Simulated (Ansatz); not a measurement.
# How well the gap of BaSrTi2O6 (perovskite [001] superlattice) (P4mm) can be computed

Aim: a best estimate of the quasiparticle gap of BaSrTi2O6 (perovskite [001] superlattice) (P4mm), with each correction and its cost laid out.

Program: Ansatz 0.2.0. Level of theory: density functionals, hybrids, G0W0, plane waves, PAW. Results are calculated unless marked as measured.

Report form: the programs' logs are mostly left out.

The structure was built from a prototype and need not be the compound's stable phase.

## (1) The structure

It takes space group P4mm (No. 99, tetragonal). The conventional cell has a = 3.952 Å, b = 3.952 Å, c = 7.906 Å, α = 90.00°, β = 90.00°, γ = 90.00°. Nearest to Sr lie 12 O at 2.76 to 2.83 Å. Nearest to O lie 2 Ti at 1.93 to 2.02 Å and 4 Sr at 2.79 Å. Nearest to Ti lie 6 O at 1.93 to 1.98 Å. Nearest to O lie 2 Ti at 1.98 Å and 2 Ba at 2.76 Å and 2 Sr at 2.76 Å. Ba has 12 O at 2.76 to 2.83 Å nearest. Nearest to O lie 2 Ti at 1.93 to 2.02 Å and 4 Ba at 2.79 Å. It derives from SrTiO3. Farther neighbours and most contacts between anions are not listed.

The start is a generated structure, not a measured one. Spin-orbit coupling is left out unless a step names it.

## (2) Relaxing the structure

Gaps follow bond lengths, so the structure is brought to rest first.

This step: DFT, PBEsol, plane waves, PAW; PAW set soft_1.

input.yaml reads:

```yaml
crystal:
  lattice:
    - [3.9525, 0.0, 0.0]
    - [0.0, 3.9525, 0.0]
    - [0.0, 0.0, 7.9061416825]
  atoms:
    - { symbol: Sr, position: [0.0, 0.0, 0.1280039937] }
    - { symbol: O, position: [0.5, 0.5, 0.1280039937] }
    - { symbol: Ti, position: [0.5, 0.5, 0.3719960063] }
    - { symbol: O, position: [0.5, 0.0, 0.3719960063] }
    - { symbol: O, position: [0.0, 0.5, 0.3719960063] }
    - { symbol: Ba, position: [0.0, 0.0, 0.6159880188] }
    - { symbol: O, position: [0.5, 0.5, 0.6159880188] }
    - { symbol: Ti, position: [0.5, 0.5, 0.8719960063] }
    - { symbol: O, position: [0.5, 0.0, 0.8719960063] }
    - { symbol: O, position: [0.0, 0.5, 0.8719960063] }
kpoints:
  mp_grid: { grid: [6, 6, 4] }
hamiltonian:
  xc: pbesol
  pseudopotentials: { kind: paw, azcp: { folder: soft_1 }, xc_functional: pbe }
scf:
  occupations: { method: fermi_dirac, width: 0.02 }
relax:
  f_tol: 0.015
  max_steps: 100
  cell: {}
output:
  write_density: true
  write_potential: true
  elf: true
  volumetric_format: npy
```

Started as:

```bash
$ ansatz run input.yaml --threads 3 --pin off --max-ram 92160MiB --backend cuda --events-out ev --progress --plain --runs-dir out --devices 1 --max-vram 13GiB
```

Wall time 100 s (1 × NVIDIA H100 80GB HBM3 (shared by 6 runs) with 3 threads of AMD EPYC 7R13 (Zen 3), shared host); peak memory 1 GiB.

Step by step (22 of 28):

```tsv
step	energy less that of the first step (eV)	largest force component (eV/Å)	pressure (GPa)	volume (Å³)
1	0.0000	1.0226	-2.43	123.51
2	-0.0339	1.1380	0.12	121.56
4	-0.1299	0.0342	-0.05	121.56
5	-0.1301	0.0047	0.00	121.53
6*	-0.1258	0.0046	-0.06	121.53
7	-0.1260	0.0008	0.00	121.49
9	-0.1260	0.0003	0.00	121.49
10	-0.1260	0.0004	0.00	121.49
11	-0.1260	0.0007	0.00	121.49
13	-0.1259	0.0074	-0.01	121.49
14	-0.1259	0.0136	-0.01	121.50
15	-0.1259	0.0246	-0.02	121.51
16	-0.1260	0.0357	-0.03	121.52
18	-0.1273	0.0588	-0.11	121.61
19	-0.1342	0.0265	0.08	121.93
20	-0.1118	0.2272	0.47	122.56
22	-0.1337	0.0434	-0.22	122.21
23	-0.1344	0.0174	0.06	122.06
24	-0.1343	0.0270	0.00	122.12
25	-0.1342	0.0051	-0.01	122.13
27	-0.1357	0.0045	0.00	122.14
28*	-0.1358	0.0045	0.00	122.14
```

Relaxation steps marked * repeat the geometry before them on a plane-wave basis chosen anew for their cell, so energy and pressure can jump there. Other such steps can lie between the rows shown. Relaxation steps 20, 21 were tried and not accepted.

The run keeps the 8 symmetry operations that it works with, so distortions that break them were not tested.

```tsv
conventional cell, symmetrised	before	after	change
a (Å)	3.952	3.924	-0.7 %
b (Å)	3.952	3.924	-0.7 %
c (Å)	7.906	7.932	+0.3 %
volume (Å³/atom)	12.35	12.21	-1.1 %
```

The atoms that moved most (Å, as changes of fractional coordinates times the final cell):

```tsv
atom	dx	dy	dz	length
Ti8	0.000	0.000	0.114	0.114
O4	0.000	0.000	-0.095	0.095
O5	0.000	0.000	-0.095	0.095
Ba6	0.000	0.000	0.080	0.080
O2	0.000	0.000	-0.078	0.078
Ti3	0.000	0.000	0.034	0.034
O10	0.000	0.000	0.027	0.027
O9	0.000	0.000	0.027	0.027
```

## (3) PBEsol bands

Levels along a band path, at the cheap level, show where the edges lie and whether the meshes to come will hold them.

input.yaml reads:

```yaml
crystal:
  lattice:
    - [3.9242187103, 0.0, 0.0]
    - [0.0, 3.9242187103, 0.0]
    - [0.0, 0.0, 7.9315891153]
  atoms:
    - { symbol: Sr, position: [0.0, 0.0, 0.1282431578] }
    - { symbol: O, position: [0.5, 0.5, 0.1181215293] }
    - { symbol: Ti, position: [0.5, 0.5, 0.3763421795] }
    - { symbol: O, position: [0.5, 0.0, 0.3600198358] }
    - { symbol: O, position: [0.0, 0.5, 0.3600198358] }
    - { symbol: Ba, position: [0.0, 0.0, 0.6260799679] }
    - { symbol: O, position: [0.5, 0.5, 0.6139620411] }
    - { symbol: Ti, position: [0.5, 0.5, 0.886394246] }
    - { symbol: O, position: [0.5, 0.0, 0.8753886348] }
    - { symbol: O, position: [0.0, 0.5, 0.8753886348] }
kpoints:
  mp_grid: { grid: [6, 6, 4] }
  band_path:
    path:
      - [[0.0, 0.0, 0.0], [0.0, 0.5, 0.0], [0.5, 0.5, 0.0], [0.0, 0.0, 0.0], [0.0, 0.0, 0.5], [0.0, 0.5, 0.5], [0.5, 0.5, 0.5], [0.0, 0.0, 0.5]]
      - [[0.0, 0.5, 0.0], [0.0, 0.5, 0.5]]
      - [[0.5, 0.5, 0.0], [0.5, 0.5, 0.5]]
    npoints: 10
hamiltonian:
  xc: pbesol
  pseudopotentials: { kind: paw, azcp: { folder: soft_1 }, xc_functional: pbe }
scf:
  occupations: { method: fermi_dirac, width: 0.02 }
  n_extra_bands: 7
output:
  eigenvalues: true
  forces: true
  stress: true
  write_density: true
  write_potential: true
  elf: true
  volumetric_format: npy
```

It took 15 s on 1 × NVIDIA H100 80GB HBM3 (shared by 6 runs) with 3 threads; peak memory 1 GiB.

This step gave:

```yaml
pressure: 0.003537 GPa
filled_bands: 40
gap: 1.856 eV
valence_top_at: M
conduction_bottom_at: Γ
least_direct_gap: 2.241 eV
```

The gap is indirect, with the least direct gap 0.38 eV higher.

The electronic bands at the labelled points (eV, zero at the top of the highest nominally filled band):

```tsv
point	band 37	band 38	band 39	band 40	band 41	band 42	band 43	band 44
Γ	-0.70	-0.42	-0.38	-0.38	1.86	2.01	2.09	2.09
halfway	-1.28	-0.76	-0.68	-0.64	2.15	2.90	2.91	2.97
X	-1.19	-0.97	-0.85	-0.17	2.23	3.74	3.78	3.79
halfway	-0.68	-0.62	-0.59	-0.14	2.97	3.79	3.89	4.04
M	-0.11	-0.11	-0.07	0.00	3.81	3.81	4.23	4.43
halfway	-0.94	-0.79	-0.67	-0.58	2.83	3.04	3.28	3.48
Γ	-0.70	-0.42	-0.38	-0.38	1.86	2.01	2.09	2.09
halfway	-0.66	-0.66	-0.44	-0.44	1.88	1.99	2.37	2.37
Z	-0.59	-0.59	-0.53	-0.53	1.91	1.95	2.92	2.92
halfway	-1.09	-1.08	-0.76	-0.70	2.87	2.91	3.01	3.12
R	-1.37	-1.25	-0.80	-0.57	3.00	3.11	3.75	3.79
halfway	-0.81	-0.73	-0.60	-0.53	3.46	3.50	3.95	3.95
A	-0.60	-0.60	-0.05	-0.02	4.06	4.06	4.10	4.10
halfway	-0.85	-0.78	-0.72	-0.65	3.31	3.34	3.35	3.39
Z	-0.59	-0.59	-0.53	-0.53	1.91	1.95	2.92	2.92
jump to X	-1.19	-0.97	-0.85	-0.17	2.23	3.74	3.78	3.79
halfway	-1.24	-1.12	-1.09	-0.29	2.48	3.58	3.74	3.79
R	-1.37	-1.25	-0.80	-0.57	3.00	3.11	3.75	3.79
jump to M	-0.11	-0.11	-0.07	0.00	3.81	3.81	4.23	4.43
halfway	-0.29	-0.29	-0.06	-0.01	3.88	3.88	4.25	4.31
A	-0.60	-0.60	-0.05	-0.02	4.06	4.06	4.10	4.10
```

ELF in the ca plane at fractional y = 0.000, with atoms of Sr and O and Ba within 0.2 Å of it. It is the smooth field of the valence electrons, not physical close to the nuclei.

Ten even steps from '_' (0.02) to '@' (0.86), each cell a mean:
```
%%@@++==@@%%::______==@@##....##@@++______..
--%%@@@@@@==__..::__..##@@@@@@@@##....::..__
__::++++--..==####++..::**%%%%**::::**####--
--________==%%@@@@@@**..__....__::##@@%%@@%%
++______..##@@**++%%%%::________==@@##==##@@
==______..**@@%%##@@##::________--%%%%##%%@@
..__....__::##@@@@%%==__::++++::..==%%@@%%**
..**@@@@**....==++::..==%%@@@@%%==..--++==..
**@@%%%%@@##..______--@@@@++++@@@@--________
%%%%::..%%@@::______++@@**____++@@**______..
```
Columns run along c (7.9 Å), rows up along a (3.9 Å). Atoms in or near the plane, at fractional coordinates: Sr at (0.13, 0.00), O at (0.36, 0.50), Ba at (0.63, 0.00), O at (0.88, 0.50).

Electrostatic potential energy in the ca plane at fractional y = 0.000, with atoms of Sr and O and Ba within 0.2 Å of it. With pseudopotentials it is smooth inside the atoms' cores, unlike the true potential.

Values in eV, 6 rows by 16 columns, each cell a mean:
```
 -5 -52 -64 -29   7  13  14   9 -11 -38 -45 -24   4  13  14  11
 10   4   1   7  12  10  10  13   8  -1  -3   4  12  11   9  13
 14  13  13  14   4 -26 -24   6  14  13  12  14  10 -20 -28  -1
 14  12  12  13   8 -15 -14  10  13  11  11  12  11 -10 -18   5
  7  -8 -15   1  11  14  14  12   4 -11 -15  -3  10  14  14  13
-11 -65 -72 -42   5  13  14   8 -16 -46 -53 -31   2  12  14  10
```
Columns run along c (7.9 Å; values clipped at the 3rd and 97th percentile), rows up along a (3.9 Å). Atoms in or near the plane, at fractional coordinates: Sr at (0.13, 0.00), O at (0.36, 0.50), Ba at (0.63, 0.00), O at (0.88, 0.50).

## (4) PBEsol+SOC

The many-body steps leave out spin-orbit coupling, so its effect is taken from a two-component run, with twice the bands.

This step: DFT, PBEsol with spin-orbit coupling, plane waves, PAW; PAW set soft_1.

input.yaml, the sections that differ from step 3:

```yaml
kpoints:
  mp_grid: { grid: [6, 6, 4] }
  band_path:
    path:
      - [0.0, 0.0, 0.0]
      - [0.0, 0.5, 0.0]
      - [0.5, 0.5, 0.0]
      - [0.0, 0.0, 0.5]
      - [0.0, 0.5, 0.5]
      - [0.5, 0.5, 0.5]
    npoints: 1
hamiltonian:
  xc: pbesol
  pseudopotentials: { kind: paw_fr, azcp: { folder: soft_1 }, xc_functional: pbe }
scf:
  occupations: { method: fixed }
  n_extra_bands: 14
magnetization:
  noncollinear: true
  spin_orbit: true
# crystal, output: as in step 3
```

The job ended after 11 s (1 × NVIDIA H100 80GB HBM3 (shared by 6 runs) with 3 threads; peak memory 1.3 GiB; 17 s of CPU time).

Numbers from this step:

```yaml
pressure: 0.004389 GPa
gap: 1.855 eV
valence_top_at: M
conduction_bottom_at: Γ
least_direct_gap: 2.205 eV
```

The gap is that of PBEsol.

## (5) HSE06

HSE06 mixes in a quarter of exact exchange at short range. Exchange couples all pairs of k points, which makes a full band path dear, so levels are read on the mesh and at chosen points.

This step: DFT, HSE06, plane waves, PAW; PAW set soft_1.

Changes to input.yaml since step 4:

```diff
@@ -17,3 +17,3 @@
 kpoints:
-  mp_grid: { grid: [6, 6, 4] }
+  mp_grid: { grid: [4, 4, 2] }
   band_path:
@@ -28,17 +28,8 @@
 hamiltonian:
-  xc: pbesol
-  pseudopotentials: { kind: paw_fr, azcp: { folder: soft_1 }, xc_functional: pbe }
+  xc: hse06
+  pseudopotentials: { kind: paw, azcp: { folder: soft_1 } }
 scf:
   occupations: { method: fixed }
-  n_extra_bands: 14
-magnetization:
-  noncollinear: true
-  spin_orbit: true
+  n_extra_bands: 7
 output:
   eigenvalues: true
-  forces: true
-  stress: true
-  write_density: true
-  write_potential: true
-  elf: true
-  volumetric_format: npy
```

Elapsed: 19 s, on 1 × NVIDIA H100 80GB HBM3 (shared by 6 runs) with 3 threads; peak memory 1.4 GiB.

Numbers from this step:

```yaml
gap: 3.352 eV
valence_top_at: M
conduction_bottom_at: Γ
least_direct_gap: 3.735 eV
```

The gap stands +1.50 eV against PBEsol.

## (6) G0W0, 6×6×4 mesh, 104 empty bands, screening to 52 eV, PAW set soft_1 files

G0W0 replaces the xc potential by the self-energy, built once from these orbitals. Only a window of levels is corrected, while the sums run over the empty bands that the input names. This step takes PAW set soft_1 files.

This step: G0W0 on PBEsol, plane waves, PAW; PAW set soft_1.

Changes to input.yaml since step 5:

```diff
@@ -17,19 +17,13 @@
 kpoints:
-  mp_grid: { grid: [4, 4, 2] }
-  band_path:
-    path:
-      - [0.0, 0.0, 0.0]
-      - [0.0, 0.5, 0.0]
-      - [0.5, 0.5, 0.0]
-      - [0.0, 0.0, 0.5]
-      - [0.0, 0.5, 0.5]
-      - [0.5, 0.5, 0.5]
-    npoints: 1
+  mp_grid: { grid: [6, 6, 4] }
 hamiltonian:
-  xc: hse06
-  pseudopotentials: { kind: paw, azcp: { folder: soft_1 } }
+  xc: pbesol
+  pseudopotentials: { kind: paw, azcp: { folder: soft_1 }, xc_functional: pbe }
 scf:
   occupations: { method: fixed }
-  n_extra_bands: 7
-output:
-  eigenvalues: true
+gw:
+  n_empty_bands: 104
+  ecut_chi: 52
+  qp_bands: [v3, c3]
+  qp_kpoints: band_edges
+  screening: { model: contour_deformation }
```

Elapsed: 40 s, on 1 × NVIDIA H100 80GB HBM3 (shared by 6 runs) with 3 threads; peak memory 1.4 GiB.

Numbers from this step:

| Quantity | Value |
| --- | --- |
| bands summed | 144 |
| RPA ε∞ on this mesh (eigenvalues) | 5.827, 6.257, 6.257 |
| plane waves in the screening matrix | 117 |
| G0W0 gap on the mesh | 3.713 eV |
| k of the valence top | -0.5, -0.5, 0 |
| k of the conduction bottom | 0, 0, 0 |
| starting gap on the mesh | 1.856 eV |
| least direct G0W0 gap on the computed points | 4.033 eV |

The gap on the mesh goes from 1.86 eV to 3.71 eV, a correction of +1.86 eV. Between the two edge states, bare exchange in place of the xc potential would open the gap by 12.77 eV, and correlation takes back 10.91 eV.

## (7) G0W0, 6×6×4 mesh, 411 empty bands, screening to 130 eV, PAW set soft_1 files

Another rung: the empty bands reach about as high as the screening cutoff, so the two stay in balance.

Changes to input.yaml since step 6:

```diff
@@ -24,4 +24,4 @@
 gw:
-  n_empty_bands: 104
-  ecut_chi: 52
+  n_empty_bands: 411
+  ecut_chi: 130.0
   qp_bands: [v3, c3]
```

Run time: 2.6 min. Hardware: 1 × NVIDIA H100 80GB HBM3 (shared by 6 runs) with 3 threads; peak memory 2.8 GiB; 4.7 min of CPU time.

Numbers from this step:

```
bands summed                                 : 451
RPA ε∞ on this mesh (eigenvalues)            : 5.732, 6.160, 6.160
plane waves in the screening matrix          : 419
q-points in the mesh                         : 144
G0W0 gap on the mesh                         : 3.508 eV
k of the valence top                         : -0.5, -0.5, 0
k of the conduction bottom                   : 0, 0, 0
starting gap on the mesh                     : 1.856 eV
Z at the valence top                         : 0.7216
Z at the conduction bottom                   : 0.7440
least direct G0W0 gap on the computed points : 3.869 eV
```

Against the run with 6×6×4 mesh, 104 empty bands, screening to 52 eV, PAW set soft_1 files, the gap moves by −0.20 eV.

Limits: finite bands, cutoff and mesh; no spin-orbit coupling. v1 is the top filled band, c1 the lowest empty one. The levels before and after the correction (eV, zero at the valence-band top of each column):

```tsv
	conduction bottom	valence top
Kohn-Sham	1.86	0.00
G0W0	3.51	0.00
```

```tsv
	level	occupation	energy (eV)
Kohn-Sham	Γ v3	2	-0.422
Kohn-Sham	Γ v2-v1	2	-0.385
Kohn-Sham	Γ c1	0	1.856
Kohn-Sham	Γ c2	0	2.011
Kohn-Sham	Γ c3	0	2.091
Kohn-Sham	(-0.5 -0.5 0) v3	2	-0.113
Kohn-Sham	(-0.5 -0.5 0) v2	2	-0.071
Kohn-Sham	(-0.5 -0.5 0) v1	2	0.000
Kohn-Sham	(-0.5 -0.5 0) c1-c2	0	3.805
Kohn-Sham	(-0.5 -0.5 0) c3	0	4.225
G0W0	Γ v3	2	-0.409
G0W0	Γ v2-v1	2	-0.361
G0W0	Γ c1	0	3.508
G0W0	Γ c2	0	3.703
G0W0	Γ c3	0	3.720
G0W0	(-0.5 -0.5 0) v3	2	-0.125
G0W0	(-0.5 -0.5 0) v2	2	-0.082
G0W0	(-0.5 -0.5 0) v1	2	0.000
G0W0	(-0.5 -0.5 0) c1-c2	0	5.488
G0W0	(-0.5 -0.5 0) c3	0	5.904
```

How the two edges are built up, in eV (the quasiparticle level is the starting level plus Σx plus Σc less Vxc):

```tsv
run	edge	start	Σx	Σc	Vxc	Z	QP
144 bands	valence top	10.21	-25.92	5.08	-20.83	0.73	10.20
144 bands	conduction bottom	12.06	-12.59	-5.83	-20.27	0.75	13.91
451 bands	valence top	10.21	-25.92	4.72	-20.83	0.72	9.84
451 bands	conduction bottom	12.06	-12.59	-6.40	-20.27	0.74	13.35
```

## (8) The ladder

Times are wall times on 1 × NVIDIA H100 80GB HBM3 (shared by 6 runs) with 3 threads of AMD EPYC 7R13 (Zen 3), shared host, good to a factor of about two. G0W0 rows are gaps on the mesh, lowered by the amount that the mesh misses the start's edges, a rough step that assumes the same correction there.

```tsv
level	gap (eV)	least direct gap (eV)	time
PBEsol	1.86	2.24	15 s
PBEsol+SOC	1.86	2.21	11 s
HSE06	3.35	3.73	19 s
G0W0@PBEsol (104 empty bands)	3.71	-	40 s
G0W0@PBEsol (411 empty bands)	3.51	-	2.6 min
```

## (9) Adding up the best estimate

```tsv
term	eV	running total (eV)
G0W0 on the mesh, top rung	3.508	3.508
to the limit, by a line in one over the bands through the two top rungs	−0.096	3.412
spin-orbit change, from PBEsol	−0.001	3.411
```

## (10) Summary of results

* PBEsol gap: 1.86 eV, indirect
* HSE06: 3.35 eV
* G0W0, top rung on the mesh: 3.51 eV
* best estimate, G0W0@PBEsol with spin-orbit change: 3.41 eV
* GW settings of the top rung: 6×6×4 mesh, 411 empty bands, screening to 130 eV, PAW set soft_1 files
* known limits: one-shot GW, static lattice; one k mesh, untested

In words: The best estimate for G0W0@PBEsol is 3.41 eV, indirect by PBEsol+SOC, against 1.86 eV at the start (both with spin-orbit coupling). The limit rests on the two highest rungs, unchecked by another pair. Among the functionals HSE06 comes nearest: −0.06 eV from the estimate. All runs took 5.7 min, 58 % of it in G0W0.

[Paths, hosts, dates, memory and timing lines, banners, echoed tables and standing remarks are left out of the program output.]

[Logs are printed without paths, hosts, clocks, repeated set-up lines and the standing remarks that a program may print on its own settings, such as how far it seeks lower states.]

[Runs of the session that timed out or met a known fault of the program may be left out.]

[Cells called generated may have been cut or substituted from an entry of the Crystallography Open Database or the Materials Project.]

[Hosts, paths, dates, database ids (printed as entryN), source tags and the programs' standing remarks are cut or masked in the printed files.]
